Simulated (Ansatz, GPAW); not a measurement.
## OH/Ir(100): work function by functional and basis

Wanted: work functions and dipole of OH/Ir(100), with the cost of each level.

Program: GPAW 26.7.0 and Ansatz 0.2.0. Level of theory: Ansatz plane waves; slab in vacuum with a dipole correction, relaxation; PAW set soft_1, in the first sound run; inputs show where later runs differ. Results are calculated unless marked as measured.

### 1. Starting point

The cell holds 18 atoms: 16 Ir, 1 O and 1 H. Its edges and angles: a = 5.431 Å, b = 5.431 Å, c = 24.810 Å, α = 90.0°, β = 90.0°, γ = 90.0°. Vacuum lies along c.

### 2. Relaxation

The atoms are relaxed first, since the surface dipole, and with it the work function, follows the positions of the outer layers. The lowest 12 atoms are held at bulk positions and keep their forces.

Input file input.yaml:

```yaml
crystal:
  lattice:
    - [5.4305800795, 0.0, 0.0]
    - [0.0, 5.4305800795, 0.0]
    - [0.0, 0.0, 24.81]
  atoms:
    - { symbol: Ir, position: [0.25, 0.25, 0.3224506247] }
    - { symbol: Ir, position: [0.0, 0.0, 0.3998387747] }
    - { symbol: Ir, position: [0.25, 0.25, 0.4772269246] }
    - { symbol: Ir, position: [0.0, 0.0, 0.5546150746] }
    - { symbol: Ir, position: [0.25, 0.75, 0.3224506247] }
    - { symbol: Ir, position: [0.0, 0.5, 0.3998387747] }
    - { symbol: Ir, position: [0.25, 0.75, 0.4772269246] }
    - { symbol: Ir, position: [0.0, 0.5, 0.5546150746] }
    - { symbol: Ir, position: [0.75, 0.25, 0.3224506247] }
    - { symbol: Ir, position: [0.5, 0.0, 0.3998387747] }
    - { symbol: Ir, position: [0.75, 0.25, 0.4772269246] }
    - { symbol: Ir, position: [0.5, 0.0, 0.5546150746] }
    - { symbol: Ir, position: [0.75, 0.75, 0.3224506247] }
    - { symbol: Ir, position: [0.5, 0.5, 0.3998387747] }
    - { symbol: Ir, position: [0.75, 0.75, 0.4772269246] }
    - { symbol: Ir, position: [0.5, 0.5, 0.5546150746] }
    - { symbol: O, position: [0.0, 0.0, 0.6380491737] }
    - { symbol: H, position: [0.0, 0.0, 0.6775493753] }
kpoints:
  mp_grid: { grid: [6, 6, 1] }
hamiltonian:
  xc: pbe
  pseudopotentials: { kind: paw, azcp: { folder: soft_1 } }
scf:
  occupations: { method: fermi_dirac, width: 0.1 }
efield:
  axis: 3
  dipole_correction: true
  ramp_width: 0.05
relax:
  f_tol: 0.02
  max_steps: 60
  constraints: [{ sites: [0, 1, 2, 4, 5, 6, 8, 9, 10, 12, 13, 14] }]
output:
  write_potential: true
  write_density: true
  volumetric_format: npy
```

Started as:

```bash
$ ansatz run input.yaml --threads 4 --pin off --max-ram 8192MiB --backend cpu --events-out ev --progress --plain --runs-dir out
```

Numbers of over 12 decimals in the logs are rounded to 6 here.

What it wrote:

```text
Engine: ansatz 0.2.0, aarch64-unknown-linux-gnu
Pseudopotentials: kind: paw
Pseudopotential: Ir, paw, valence charge 17, recommended cutoff 420 eV (normal), soft_1/Ir.paw.azcp
Pseudopotential: O, paw, valence charge 6, recommended cutoff 420 eV (normal), soft_1/O.paw.azcp
Pseudopotential: H, paw, valence charge 1, recommended cutoff 420 eV (normal), soft_1/H.paw.azcp
Functional definition: PBE
  parameter kappa = 0.804
  parameter beta = 0.066725
  exchange = pbe_x(kappa = kappa, mu = beta*pi^2/3)
  correlation = pbe_c(beta = beta)
Crystal: 18 atoms, lattice volume = 731.677 Å³
Basis set: ecut = 420 eV, 14279 PW (Γ), exchange–correlation on 80×80×360 points (8 copies of the dense FFT grid, shifted against one another)
Bands: 168, of which v1, the nominal top of the filled ones, is band 140 counted from 1 (139 counted from 0)
Symmetry: 8 space group operations
Space group: P4mm (ITA 99), of the structure as read, at distance tolerance 9.0e-5 Å
k-points: 10 of 36
Non-local potential: Ir, projectors of the file, l = 0: 3, l = 1: 2, l = 2: 2, l = 3: 1
Non-local potential: O, projectors of the file, l = 0: 2, l = 1: 2, l = 2: 1
Non-local potential: H, projectors of the file, l = 0: 2, l = 1: 1
PAW form: soft (Blöchl's): semilocal exchange-correlation on the pseudo side does not see the compensation charge
PAW one-centre angular grid: Ir, 590 points (default); XC on 64 Gauss nodes
PAW one-centre angular grid: O, 110 points (default); XC on 64 Gauss nodes
PAW one-centre angular grid: H, 110 points (default); XC on 64 Gauss nodes
Initial density: superposition of atomic densities (neutral atoms: chi_scale 0, normalization atom)
Initial wavefunctions: pseudopotential atomic-orbital guess
Functional: x = pbe(κ = 0.804, μ = 0.219515), c = pbe(β = 0.066725)
SCF iter   1: F=—  HF=-191564.759012 eV  |F-HF|=—  |Δ(HF+E_count)|=         —  Δρ=4.21e-2  dr2=1.58e1  ethr=3.10e-3  p=0.000 e·Å  D=6.53e-8 V/Å  ΔV_dip=-0.00 eV  dr2_dipole=1.63e-1  V_vac-E_F(+/−)=6.63/6.63 eV  ⟨swp⟩=7.8  Hψ=7284  notcnv=0  defer=22
efield: sawtooth ramp at fractional position 0.9750 (placed from the atoms, in the widest stretch of the axis that holds none; the zero of the levels goes with the place), width 0.0500; the density the first Hamiltonian is built on has a dipole p = 0.000 e·Å; the dipole correction subtracts the counter field D = 6.53e-8 V/Å, which shifts the + side's vacuum level by -0.00 eV against the − side's; the planar-averaged density in the ramp window peaks in size at 2.5e-6 e/Å³
preconditioner: auto → LDOS  [metal: Δε(μ)=0.001 eV  Ē_g=6.478 eV  σ=0.100 eV  W_gap=0.00  n_scr=134 (ndim 8)  ℏωp=16.9 eV  f_vac=0.596  D(μ)=22.94/eV (n_scr^D=158)  β→1.0]
SCF iter   2: F=—  HF=-191563.578666 eV  |F-HF|=—  |Δ(HF+E_count)|=    1.18e0  Δρ=3.80e-2  dr2=1.58e1  ethr=3.10e-3  p=0.312 e·Å  D=7.71e-2 V/Å  ΔV_dip=-1.91 eV  dr2_dipole=1.31e0  V_vac-E_F(+/−)=3.35/5.26 eV  ⟨swp⟩=4.3  Hψ=4417  notcnv=0  defer=40
SCF iter   3: F=—  HF=-191561.069602 eV  |F-HF|=—  |Δ(HF+E_count)|=    2.51e0  Δρ=9.97e-3  dr2=1.68e0  ethr=3.10e-3  p=0.202 e·Å  D=4.99e-2 V/Å  ΔV_dip=-1.24 eV  dr2_dipole=2.81e-1  V_vac-E_F(+/−)=4.60/5.84 eV  ⟨swp⟩=3.1  Hψ=3698  notcnv=0  defer=50
SCF iter   4: F=—  HF=-191560.911761 eV  |F-HF|=—  |Δ(HF+E_count)|=   1.58e-1  Δρ=5.66e-3  dr2=3.69e-1  ethr=6.01e-4  p=0.177 e·Å  D=4.39e-2 V/Å  ΔV_dip=-1.09 eV  dr2_dipole=3.06e-2  V_vac-E_F(+/−)=4.59/5.68 eV  ⟨swp⟩=2.2  Hψ=2444  notcnv=0  defer=51
SCF iter   5: F=—  HF=-191560.850856 eV  |F-HF|=—  |Δ(HF+E_count)|=   6.09e-2  Δρ=1.22e-3  dr2=4.32e-2  ethr=1.32e-4  p=0.158 e·Å  D=3.90e-2 V/Å  ΔV_dip=-0.97 eV  dr2_dipole=7.50e-3  V_vac-E_F(+/−)=4.58/5.55 eV  ⟨swp⟩=2.2  Hψ=2734  notcnv=0  defer=51
SCF iter   6: F=—  HF=-191560.852274 eV  |F-HF|=—  |Δ(HF+E_count)|=   1.42e-3  Δρ=7.35e-4  dr2=1.29e-2  ethr=1.55e-5  p=0.150 e·Å  D=3.70e-2 V/Å  ΔV_dip=-0.92 eV  dr2_dipole=2.04e-3  V_vac-E_F(+/−)=4.61/5.53 eV  ⟨swp⟩=2.0  Hψ=2524  notcnv=0  defer=51
SCF iter   7: F=—  HF=-191560.851328 eV  |F-HF|=—  |Δ(HF+E_count)|=   9.46e-4  Δρ=2.34e-4  dr2=1.01e-3  ethr=4.62e-6  p=0.147 e·Å  D=3.64e-2 V/Å  ΔV_dip=-0.90 eV  dr2_dipole=5.67e-5  V_vac-E_F(+/−)=4.63/5.53 eV  ⟨swp⟩=2.2  Hψ=2421  notcnv=0  defer=51
SCF iter   8: F=—  HF=-191560.850647 eV  |F-HF|=—  |Δ(HF+E_count)|=   6.81e-4  Δρ=7.30e-5  dr2=8.11e-5  ethr=3.62e-7  p=0.146 e·Å  D=3.61e-2 V/Å  ΔV_dip=-0.90 eV  dr2_dipole=1.25e-7  V_vac-E_F(+/−)=4.64/5.53 eV  ⟨swp⟩=2.9  Hψ=2811  notcnv=0  defer=51
SCF iter   9: F=—  HF=-191560.850653 eV  |F-HF|=—  |Δ(HF+E_count)|=   6.07e-6  Δρ=3.09e-5  dr2=1.14e-5  ethr=2.91e-8  p=0.146 e·Å  D=3.60e-2 V/Å  ΔV_dip=-0.89 eV  dr2_dipole=2.28e-7  V_vac-E_F(+/−)=4.64/5.53 eV  ⟨swp⟩=2.2  Hψ=2436  notcnv=0  defer=51
SCF iter  10: F=-191560.850660 eV  HF=-191560.850659 eV  |F-HF|=8.22e-7  |Δ(HF+E_count)|=   6.72e-6  Δρ=1.17e-5  dr2=1.29e-6  ethr=3.58e-9  p=0.146 e·Å  D=3.60e-2 V/Å  ΔV_dip=-0.89 eV  dr2_dipole=3.13e-8  V_vac-E_F(+/−)=4.64/5.53 eV  ⟨swp⟩=13.1  Hψ=15221  notcnv=0
SCF 1 converged in 10 iterations: F = -191560.850660 eV  dr2 = 1.29e-6
  greatest PAW one-centre occupation: 1.000 electrons in one spin orbital (limit 2), on the Ir atom at site 14 (counted from 0), in its partial waves of l = 0
relax step   1: F+E_penalty+E_count = -191560.85066014 eV  Δ(F+E_penalty+E_count) = +0.000e0 eV  max|allowed force component| = 1.743e0 eV/Å  Δτ_max = 0.0000 Å  (10 SCF iters, dr2 threshold 1.00e-5 eV, accepted)
Initial density: handed on by an earlier stage of this run
Initial wavefunctions: those handed on with the density
iter 1 solved again at ethr=1.62e-3 eV; its pass at ethr=3.10e-3 eV (dr2=4.52e0 eV) is discarded
SCF iter   1: F=—  HF=-191561.035400 eV  |F-HF|=—  |Δ(HF+E_count)|=         —  Δρ=1.01e-2  dr2=4.11e0  ethr=1.62e-3  p=0.146 e·Å  D=3.60e-2 V/Å  ΔV_dip=-0.89 eV  dr2_dipole=1.48e0  V_vac-E_F(+/−)=4.60/5.49 eV  ⟨swp⟩=1.1  Hψ=6313  notcnv=0  defer=38
efield: sawtooth ramp at fractional position 0.9750 (handed on by an earlier solve), width 0.0500; the density the first Hamiltonian is built on has a dipole p = 0.146 e·Å; the dipole correction subtracts the counter field D = 3.60e-2 V/Å, which shifts the + side's vacuum level by -0.89 eV against the − side's; the planar-averaged density in the ramp window peaks in size at 2.8e-6 e/Å³
preconditioner: auto → LDOS  [metal: Δε(μ)=0.023 eV  Ē_g=6.332 eV  σ=0.100 eV  W_gap=0.06  n_scr=134 (ndim 8)  ℏωp=16.9 eV  f_vac=0.609  D(μ)=23.52/eV (n_scr^D=158)  β→1.0]
[...]
SCF iter   7: F=-191561.083265 eV  HF=-191561.083269 eV  |F-HF|=4.24e-6  |Δ(HF+E_count)|=   2.70e-5  Δρ=2.96e-5  dr2=1.51e-5  ethr=3.43e-8  p=0.217 e·Å  D=5.36e-2 V/Å  ΔV_dip=-1.33 eV  dr2_dipole=2.07e-7  V_vac-E_F(+/−)=4.21/5.54 eV  ⟨swp⟩=13.8  Hψ=17769  notcnv=0
SCF 3 converged in 7 iterations: F = -191561.083265 eV  dr2 = 1.51e-5
relax step   3: F+E_penalty+E_count = -191561.08326466 eV  Δ(F+E_penalty+E_count) = -1.441e-1 eV  max|allowed force component| = 3.672e-1 eV/Å  Δτ_max = 0.0814 Å  (7 SCF iters, dr2 threshold 1.00e-4 eV, accepted)
[...]
relax step   4: F+E_penalty+E_count = -191561.08549556 eV  Δ(F+E_penalty+E_count) = -2.231e-3 eV  max|allowed force component| = 3.458e-1 eV/Å  Δτ_max = 0.0201 Å  (6 SCF iters, dr2 threshold 9.83e-6 eV, accepted)
[...]
relax step   5: F+E_penalty+E_count = -191561.08691519 eV  Δ(F+E_penalty+E_count) = -1.420e-3 eV  max|allowed force component| = 1.631e-2 eV/Å  Δτ_max = 0.0136 Å  (5 SCF iters, dr2 threshold 8.72e-6 eV, accepted)
iter 1 solved again at ethr=1.47e-9 eV; its pass at ethr=3.10e-3 eV (dr2=4.11e-6 eV) is discarded
SCF iter   1: F=—  HF=-191561.086813 eV  |F-HF|=—  |Δ(HF+E_count)|=         —  Δρ=1.75e-5  dr2=4.10e-6  ethr=1.47e-9  p=0.211 e·Å  D=5.21e-2 V/Å  ΔV_dip=-1.29 eV  dr2_dipole=2.61e-8  V_vac-E_F(+/−)=4.25/5.54 eV  ⟨swp⟩=1.1  Hψ=3961  notcnv=0  defer=47
efield: sawtooth ramp at fractional position 0.9750 (handed on by an earlier solve), width 0.0500; the density the first Hamiltonian is built on has a dipole p = 0.211 e·Å; the dipole correction subtracts the counter field D = 5.21e-2 V/Å, which shifts the + side's vacuum level by -1.29 eV against the − side's; the planar-averaged density in the ramp window peaks in size at 4.2e-6 e/Å³
preconditioner: auto → LDOS  [metal: Δε(μ)=0.018 eV  Ē_g=6.222 eV  σ=0.100 eV  W_gap=0.04  n_scr=134 (ndim 8)  ℏωp=16.9 eV  f_vac=0.606  D(μ)=23.64/eV (n_scr^D=166)  β→1.0]
SCF iter   2: F=—  HF=-191561.086916 eV  |F-HF|=—  |Δ(HF+E_count)|=   1.03e-4  Δρ=9.42e-6  dr2=1.08e-6  ethr=1.47e-9  p=0.211 e·Å  D=5.21e-2 V/Å  ΔV_dip=-1.29 eV  dr2_dipole=1.21e-9  V_vac-E_F(+/−)=4.25/5.54 eV  ⟨swp⟩=2.0  Hψ=2868  notcnv=0  defer=47
SCF iter   3: F=—  HF=-191561.086918 eV  |F-HF|=—  |Δ(HF+E_count)|=   1.83e-6  Δρ=6.85e-6  dr2=1.02e-6  ethr=3.87e-10  p=0.211 e·Å  D=5.21e-2 V/Å  ΔV_dip=-1.29 eV  dr2_dipole=1.52e-10  V_vac-E_F(+/−)=4.25/5.54 eV  ⟨swp⟩=2.1  Hψ=2617  notcnv=0  defer=47
SCF iter   4: F=-191561.086918 eV  HF=-191561.086918 eV  |F-HF|=4.38e-8  |Δ(HF+E_count)|=   4.37e-7  Δρ=8.98e-7  dr2=1.14e-8  ethr=3.58e-11  p=0.211 e·Å  D=5.21e-2 V/Å  ΔV_dip=-1.29 eV  dr2_dipole=2.12e-11  V_vac-E_F(+/−)=4.25/5.54 eV  ⟨swp⟩=10.2  Hψ=14321  notcnv=0
SCF 6 converged in 4 iterations: F = -191561.086918 eV  dr2 = 1.14e-8
relax step   6: F+E_penalty+E_count = -191561.08691845 eV  Δ(F+E_penalty+E_count) = -3.259e-6 eV  max|allowed force component| = 1.518e-2 eV/Å  Δτ_max = 0.0000 Å  (4 SCF iters, accepted)
NSCF: frozen V_eff on 10 k-points
the band table was solved once a step of the walk had ended and its energy, with any forces and stress, was formed, with the checks that follow a solve (7880 applications of the Hamiltonian). They found nothing against the state; the energy, forces and stress were not computed again (output.eigenvalues in the input reference)
WARN: The input density's exchange-correlation potential varies sharply where the density is thin. Do not read a vacuum level from v_tot or v_xc, or from such a field of the output density. On a cell that repeats whose density bears no net charge and no dipole along the vacuum's axis use v_es (v_loc + v_h of the components); under efield.dipole_correction with no amplitude use v_es + v_field, which holds any external [...]
SCF converged after 4 iterations
Free energy (F): -191561.086918 eV
Harris-Foulkes:  -191561.086918 eV  (|F-HF|=4.38e-8)
Internal energy: -191560.324345 eV  (E = F + TS)
E sigma→0 (E₀):  -191560.705632 eV
Entropy (-TS):   -0.762573 eV (-42.365 meV/atom)
Fermi energy:    4.696133 eV
Dipole field:    D = 0.052091 V/Å  (p = 0.210631 e·Å, saw-weighted, corrected)
Work function:   Φ+ = 4.2481 eV   Φ− = 5.5404 eV
Levels:          The Fermi level and band energies are counted from a zero that moves with the ramp; work functions are not
--- Per-component energies (eV) ---
  E_band       = -6974.238643
  E_kinetic    = 8803.892823
  E_local      = -480321.972019  (includes V_loc(G=0)·N_el)
  E_nonlocal   = 3097.122730
  E_hartree    = 235074.632177
  E_xc         = -3748.326226
  E_vxc        = -4187.669793  (∫ρ·V_xc dr)
  E_paw        = -148407.485295  (= ΣΔE_a)
  E_vpaw       = -4535.370993  (= ΣTr[D̂ρ^β])
  E_aug_tail   = 0.005397  (compensation charges beyond the density's cutoff)
  E_efield     = 0.005486  (sawtooth field / dipole correction)
  E_vefield    = 20.519874  (∫n·V_field dr)
  E_ewald      = 193941.800581
  E_smearing   = -0.762573  (= −TS)
  E_closure    = 0.000000  (closes the sum)
  Σ components = -191561.086918   (vs F -191561.086918, Δ=0.00e0)
--- Forces (eV/Å), atoms counted from 1 ---
  atom   1  Ir    -0.01114685    -0.01114685     0.56054331
  atom   2  Ir    -0.00000000     0.00000000    -0.92897796
  atom   3  Ir    -0.22304182    -0.22304182     0.43787641
  atom   4  Ir     0.00000000     0.00000000     0.01518148
  atom   5  Ir    -0.01114685     0.01114685     0.56054331
  atom   6  Ir    -0.00000000     0.00000000    -1.02740588
  atom   7  Ir    -0.22304182     0.22304182     0.43787641
  atom   8  Ir     0.00000000     0.00000000     0.00040458
  atom   9  Ir     0.01114685    -0.01114685     0.56054331
  atom  10  Ir    -0.00000000     0.00000000    -1.02740588
  atom  11  Ir     0.22304182    -0.22304182     0.43787641
  atom  12  Ir     0.00000000     0.00000000     0.00040458
  atom  13  Ir     0.01114685     0.01114685     0.56054331
  atom  14  Ir    -0.00000000     0.00000000    -1.00581377
  atom  15  Ir     0.22304182     0.22304182     0.43787641
  atom  16  Ir     0.00000000     0.00000000    -0.00726924
  atom  17  O      0.00000000     0.00000000    -0.00312876
  atom  18  H     -0.00000000     0.00000000    -0.00964868
  max |Σ_I F_I| component: 1.94e-5 eV/Å
--- Band table (eV; the first three rows and the last of 10) ---
  k-point 0: bands = [... 136 lower, 4.9315, 4.9315, 5.1941, 5.3893, 5.4028, 5.4465, 5.4465, 5.5060, ... 24 higher]
  k-point 1: bands = [... 136 lower, 4.9085, 4.9420, 5.0532, 5.0987, 5.1052, 5.1535, 5.2425, 5.3564, ... 24 higher]
  k-point 2: bands = [... 136 lower, 4.4897, 4.6253, 4.7277, 4.8375, 4.8634, 4.9295, 5.0874, 5.2191, ... 24 higher]
  k-point 9: bands = [... 136 lower, 3.4815, 3.7418, 3.7418, 3.7515, 4.3161, 4.3161, 4.3797, 4.3827, ... 24 higher]
--- Relaxed structure (6 steps of the walk, 6 accepted, 0 SCFs on fresh bases) ---
  F+E_penalty+E_count = -191561.08691845 eV   max|allowed force component| = 1.518e-2 eV/Å
  atoms:
    - { symbol: Ir, position: [0.25, 0.25, 0.3224506247] }
    - { symbol: Ir, position: [0.0, 0.0, 0.3998387747] }
    - { symbol: Ir, position: [0.25, 0.25, 0.477227] }
    - { symbol: Ir, position: [0, 0.0, 0.555773] }
    - { symbol: Ir, position: [0.25, 0.75, 0.3224506247] }
    - { symbol: Ir, position: [0.0, 0.5, 0.3998387747] }
    - { symbol: Ir, position: [0.25, 0.75, 0.477227] }
    - { symbol: Ir, position: [0, 0.5, 0.551480] }
    - { symbol: Ir, position: [0.75, 0.25, 0.3224506247] }
    - { symbol: Ir, position: [0.5, 0.0, 0.3998387747] }
    - { symbol: Ir, position: [0.75, 0.25, 0.477227] }
    - { symbol: Ir, position: [0.5, 0.0, 0.551480] }
    - { symbol: Ir, position: [0.75, 0.75, 0.3224506247] }
    - { symbol: Ir, position: [0.5, 0.5, 0.3998387747] }
    - { symbol: Ir, position: [0.75, 0.75, 0.477227] }
    - { symbol: Ir, position: [0.5, 0.5, 0.552574] }
    - { symbol: O, position: [0, 0.0, 0.633270] }
    - { symbol: H, position: [0, 0.0, 0.672036] }
```

Elapsed: 3.5 min, on 4 threads of Arm Neoverse V2, shared host; peak memory 2.7 GiB.

This run has no spin polarisation although its electron count is odd.

The steps of the relaxation:

| step | energy less that of the first step (eV) | largest force component (eV/Å) |
| --- | --- | --- |
| 1 | 0.0000 | 1.7432 |
| 2 | -0.0885 | 1.3603 |
| 3 | -0.2326 | 0.3672 |
| 4 | -0.2348 | 0.3458 |
| 5 | -0.2363 | 0.0163 |
| 6 | -0.2363 | 0.0152 |

The run keeps the 8 symmetry operations that it works with, so distortions that break them were not tested.

The atoms that moved most (Å):

| atom | dx | dy | dz | length |
| --- | --- | --- | --- | --- |
| H18 | 0.000 | 0.000 | -0.137 | 0.137 |
| O17 | 0.000 | 0.000 | -0.119 | 0.119 |
| Ir8 | 0.000 | 0.000 | -0.078 | 0.078 |
| Ir12 | 0.000 | 0.000 | -0.078 | 0.078 |
| Ir16 | 0.000 | 0.000 | -0.051 | 0.051 |
| Ir4 | 0.000 | 0.000 | 0.029 | 0.029 |

The relaxed structure:

```
Ir O H
1.0
     5.43058    0.00000    0.00000
     0.00000    5.43058    0.00000
     0.00000    0.00000   24.81000
Ir O H
16 1 1
Direct
  0.25000 0.25000 0.32245
  0.00000 0.00000 0.39984
  0.25000 0.25000 0.47723
  0.00000 0.00000 0.55577
  0.25000 0.75000 0.32245
  0.00000 0.50000 0.39984
  0.25000 0.75000 0.47723
  0.00000 0.50000 0.55148
  0.75000 0.25000 0.32245
  0.50000 0.00000 0.39984
  0.75000 0.25000 0.47723
  0.50000 0.00000 0.55148
  0.75000 0.75000 0.32245
  0.50000 0.50000 0.39984
  0.75000 0.75000 0.47723
  0.50000 0.50000 0.55257
  0.00000 0.00000 0.63327
  0.00000 0.00000 0.67204
```

This step gave:

| Item | Value |
| --- | --- |
| free energy | -191561.0869 eV |
| smearing term TS | 0.7626 eV |
| symmetry operations | 8 |
| upper work function | 4.248 eV |
| lower work function | 5.540 eV |
| dipole along the normal | 0.2106 e·Å |
| dipole field | 0.05209 V/Å |
| vacuum level above | 8.944 eV |
| vacuum level below | 10.24 eV |

Electrostatic potential energy of an electron (with the applied field's), less the Fermi level, planar mean against z:

| z (Å) | electrostatic potential energy of an electron (with the applied field's), less the Fermi level, planar mean (eV) |
| --- | --- |
| 0.0 | 4.89 |
| 0.5 | 5.42 |
| 1.0 | 5.54 |
| 1.5 | 5.54 |
| 2.0 | 5.54 |
| 2.5 | 5.54 |
| 3.0 | 5.54 |
| 3.5 | 5.54 |
| 4.0 | 5.54 |
| 4.5 | 5.54 |
| 5.0 | 5.52 |
| 5.5 | 5.46 |
| 6.0 | 5.22 |
| 6.5 | 4.31 |
| 7.0 | 0.613 |
| 7.5 | -12.5 |
| 8.0 | -21.1 |
| 8.5 | -13.4 |
| 9.0 | -4.93 |
| 9.5 | -16.0 |
| 10.0 | -21.4 |
| 10.5 | -11.9 |
| 11.0 | -6.04 |
| 11.5 | -18.0 |
| 12.0 | -21.0 |
| 12.5 | -9.93 |
| 13.0 | -8.35 |
| 13.5 | -19.6 |
| 14.0 | -18.1 |
| 14.5 | -4.29 |
| 15.0 | 2.93 |
| 15.5 | 3.13 |
| 16.0 | 3.43 |
| 16.5 | 4.04 |
| 17.0 | 3.99 |
| 17.5 | 4.21 |
| 18.0 | 4.24 |
| 18.5 | 4.25 |
| 19.0 | 4.25 |
| 19.5 | 4.25 |
| 20.0 | 4.25 |
| 20.5 | 4.25 |
| 21.0 | 4.25 |
| 21.5 | 4.25 |
| 22.0 | 4.25 |
| 22.5 | 4.25 |
| 23.0 | 4.25 |
| 23.5 | 4.25 |
| 24.0 | 4.25 |
| 24.5 | 4.57 |

The valence density, planar mean oscillates, so the rows of the table below give means over windows of 1.93 Å about each position, cut where the curve ends. Its maxima inside the range that stand out by 2 % of the span (Å: e/Å³): 8.0: 1.95, 9.9: 1.97, 11.9: 1.97, 13.6: 1.93, 15.7: 0.251. Its minima: 9.0: 0.506, 10.9: 0.507, 12.8: 0.548, 15.0: 0.128.

The valence density, planar mean by z; means over each step:

| z (Å) | valence density, planar mean (e/Å³) |
| --- | --- |
| 2.90 | 7.1e-6 |
| 4.83 | 0.00138 |
| 6.76 | 0.332 |
| 8.69 | 1.20 |
| 10.62 | 1.20 |
| 12.55 | 1.24 |
| 14.48 | 0.818 |
| 16.41 | 0.103 |
| 18.34 | 5.7e-4 |
| 20.27 | 0 |

The relaxation lowered the energy of the cell by 0.236 eV.

[end of part 1 of 3]

[Logs are printed without paths, hosts, clocks, repeated set-up lines and the standing remarks that a program may print on its own settings, such as how far it seeks lower states.]

[Hosts, paths, dates, database ids (printed as entryN), source tags and the programs' standing remarks are cut or masked in the printed files.]
